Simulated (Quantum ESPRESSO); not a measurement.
# E(M) of MnO (Manganosite), part 2 of 2

Wanted: E(M) for MnO (Manganosite) from a parallel start.

Quantum ESPRESSO 7.5; PBEsol; plane waves with GBRV 1.5 PBEsol potentials, no spin-orbit coupling.

So far, absolute magnetization (μB): step 2 (No moment imposed) 4.71; step 4 (Kohn–Sham states 21, tot magnetization 0.795, fixed moment …) 0.85.

## (5) Moment fixed at 1.59 μB

Contents of pw.in:

```
&CONTROL
  calculation = 'scf'
  prefix = 'pwscf'
  outdir = './tmp'
  pseudo_dir = './pseudo'
  disk_io = 'nowf'
/
&SYSTEM
  ibrav = 0
  celldm(1) = 8
  nat = 2
  ntyp = 2
  ecutwfc = 40
  ecutrho = 280
  nbnd = 21
  occupations = 'smearing'
  smearing = 'fd'
  degauss = 0.00999582
  nspin = 2
  starting_magnetization(1) = 0.106
  starting_magnetization(2) = 0
  tot_magnetization = 1.59
/
&ELECTRONS
  conv_thr = 4d-09
  electron_maxstep = 150
  mixing_beta = 0.3
/
ATOMIC_SPECIES
Mn     54.9380 mn_pbesol_v1.5.uspp.F.UPF
O      15.9990 o_pbesol_v1.2.uspp.F.UPF
CELL_PARAMETERS alat
   0.0000000000000    0.5251076468804    0.5251076468804
   0.5251076468804    0.0000000000000    0.5251076468804
   0.5251076468804    0.5251076468804    0.0000000000000
ATOMIC_POSITIONS crystal
Mn      0.0000000000    0.0000000000    0.0000000000
O       0.5000000000    0.5000000000    0.5000000000
K_POINTS automatic
8 8 8 0 0 0
```

The run is started by

```bash
> OMP_NUM_THREADS=1 mpirun -n 2 pw.x -nk 2 -in pw.in > pw.out
```

The log of the run:

```text
     [... lines left out ...]
Program PWSCF v.7.5 starts
     [... lines left out ...]
     number of atoms/cell      =            2
     [... lines left out ...]
     number of electrons       =        21.00 (up:  11.29, down:   9.71)
     number of Kohn-Sham states=           21
     kinetic-energy cutoff     =      40.0000  Ry
     charge density cutoff     =     280.0000  Ry
     scf convergence threshold =      4.0E-09
     [... lines left out ...]
     48 Sym. Ops., with inversion, found
     [... lines left out ...]
     number of k points=    29  Fermi-Dirac smearing, width (Ry)=  0.0100
     [... lines left out ...]
     iteration # 13     ecut=    40.00 Ry     beta= 0.30
     [... lines left out ...]
     Magnetic moment per site  (integrated on atomic sphere of radius R)
     atom   1 (R=0.217)  charge= 12.5983  magn=  1.5007
     atom   2 (R=0.217)  charge=  5.8324  magn= -0.0313
     [... lines left out ...]
     the spin up/dw Fermi energies are    12.3109   13.2778 ev
!    total energy              =    -243.21490431 Ry
     estimated scf accuracy    <          2.1E-09 Ry
     smearing contrib. (-TS)   =      -0.02130216 Ry
     [... lines left out ...]
     total magnetization       =     1.59 Bohr mag/cell
     absolute magnetization    =     1.67 Bohr mag/cell
     convergence has been achieved in  13 iterations
```

Wall time 8.9 s (2 MPI ranks of Intel Xeon 6975P-C (Granite Rapids), shared host); peak memory 0.17 GiB; 18 s of CPU time.

Read from the output:

```yaml
magnetization: 1.59 μB
absolute_magnetization: 1.67 μB
half_the_difference_of_the_two_fermi_energies: -483.5 meV
largest_moment: 1.501 μB
```

## (6) A faulty input

One input was spoiled on purpose, to see how the program answers.

Contents of pw.in:

```
&CONTROL
  calculation = 'scf'
  prefix = 'pwscf'
  outdir = './tmp'
  pseudo_dir = './pseudo'
  disk_io = 'nowf'
/
&SYSTEM
  ibrav = 0
  nat = 2
  ntyp = 2
  ecutwfc = 40
  ecutrho = 280
  nbnd = 19
  occupations = 'smearing'
  smearing = 'fd'
  degauss = 0.00999582
  nspin = 2
  starting_magnetization(1) = 0.3
  starting_magnetization(2) = 0
/
&ELECTRONS
  conv_thr = 4d-09
  electron_maxstep = 6
  mixing_beta = 0.3
/
ATOMIC_SPECIES
Mn     54.9380 mn_pbesol_v1.5.uspp.F.UPF
O      15.9990 o_pbesol_v1.2.uspp.F.UPF
CELL_PARAMETERS angstrom
   0.0000000000    2.2230000000    2.2230000000
   2.2230000000    0.0000000000    2.2230000000
   2.2230000000    2.2230000000    0.0000000000
ATOMIC_POSITIONS crystal
Mn      0.0000000000    0.0000000000    0.0000000000
O       0.5000000000    0.5000000000    0.5000000000
K_POINTS automatic
8 8 8 0 0 0
```

The log of the run:

```text
     [... lines left out ...]
Program PWSCF v.7.5 starts
     [... lines left out ...]
     number of atoms/cell      =            2
     [... lines left out ...]
     number of electrons       =        21.00
     number of Kohn-Sham states=           19
     kinetic-energy cutoff     =      40.0000  Ry
     charge density cutoff     =     280.0000  Ry
     scf convergence threshold =      4.0E-09
     [... lines left out ...]
     48 Sym. Ops., with inversion, found
     [... lines left out ...]
     number of k points=    29  Fermi-Dirac smearing, width (Ry)=  0.0100
     [... lines left out ...]
     iteration #  6     ecut=    40.00 Ry     beta= 0.30
     [... lines left out ...]
     estimated scf accuracy    <       0.00000708 Ry
     total magnetization       =     4.71 Bohr mag/cell
     absolute magnetization    =     4.71 Bohr mag/cell
     [... lines left out ...]
     convergence NOT achieved after   6 iterations: stopping
[key lines of the parts left out:]
total energy              =    -243.33352117 Ry
```

Elapsed: 5.1 s, on 2 MPI ranks; peak memory 0.16 GiB.

Residual by cycle:

cycle, log10 residual and a bar from the least value:
```
        1        1.0 ##############################
        2        0.0 ########################
        3       -0.8 ###################
        4       -1.3 ################
        5       -3.0 ######
        6       -4.0
```

The run stopped without converging, so none of its numbers is a property of the system.

After 6 cycles the residual stands at 9.6e-5. The cap of 6 cycles in the input ended the loop.

The fault put into the input: too few SCF iterations.

## (7) E(M)

The runs not shown differ in the target, the start and the number of states alone. The point at 4.71 μB is the free run, entered with slope zero.

The energy over the lowest by total spin moment:

```
total spin moment (μB a cell)  energy over the lowest (meV a cell)
                         0.00                                 2024
                         0.80                                 1914
                         1.59                                 1614
                         2.38                                 1161
                         3.18                                  643
                         3.98                                  196
                         4.71                                    0
                         4.77                                 1.96
                         5.57                                 1834
                         6.36                                 5170
```

The dE/dM by total spin moment:

```
total spin moment (μB a cell)  dE/dM (meV/μB)
                         0.00           0.136
                         0.80            -266
                         1.59            -483
                         2.38            -637
                         3.18            -640
                         3.98            -442
                         4.71               0
                         4.77            68.2
                         5.57            3739
                         6.36            4571
```

The largest site moment by total spin moment:

```
total spin moment (μB a cell)  largest site moment (μB)
                         0.00                    1.5e-4
                         0.80                     0.746
                         1.59                      1.50
                         2.38                      2.23
                         3.18                      2.90
                         3.98                      3.51
                         4.71                      4.00
                         4.77                      4.04
                         5.57                      4.23
                         6.36                      4.31
```

## (8) Outcome

- moment of the free run: 4.71 μB a cell
- energy at zero total moment: 2024 meV a cell over the lowest
- ΔE/ΔM² from the lowest point to 5.57 and to 3.98 μB: 2518 and 361 meV/μB²

In words: At zero total moment the site moments vanish, so the 2024 meV a cell is the energy of forming them. The points show one minimum alone. The cell holds one seeded atom, so opposed orders, which may lie lower, cannot form in it. Energies are free energies at an electronic temperature of 1580 K, which lowers moments and differences where the moments are itinerant. No Hubbard term acts here. In such compounds local and semilocal functionals without one often delocalise the d electrons, and can shrink or lose moments and miss the size, sign and order of the couplings. The smearing term is large for its width, so states at the Fermi level are partly filled: at this level the cell is a metal or has a gap of a few widths at most.

[Logs and program files are shortened in this print: banners, set-up blocks, solver, clock and traceback lines can be left out without a mark of their own.]

[Logs are printed without paths, hosts, clocks, repeated set-up lines and the standing remarks that a program may print on its own settings, such as how far it seeks lower states.]

[Hosts, paths, dates, database ids (printed as entryN), source tags and the programs' standing remarks are cut or masked in the printed files.]

[Where a cell is said to come from a database of computed structures, the database is the Materials Project.]
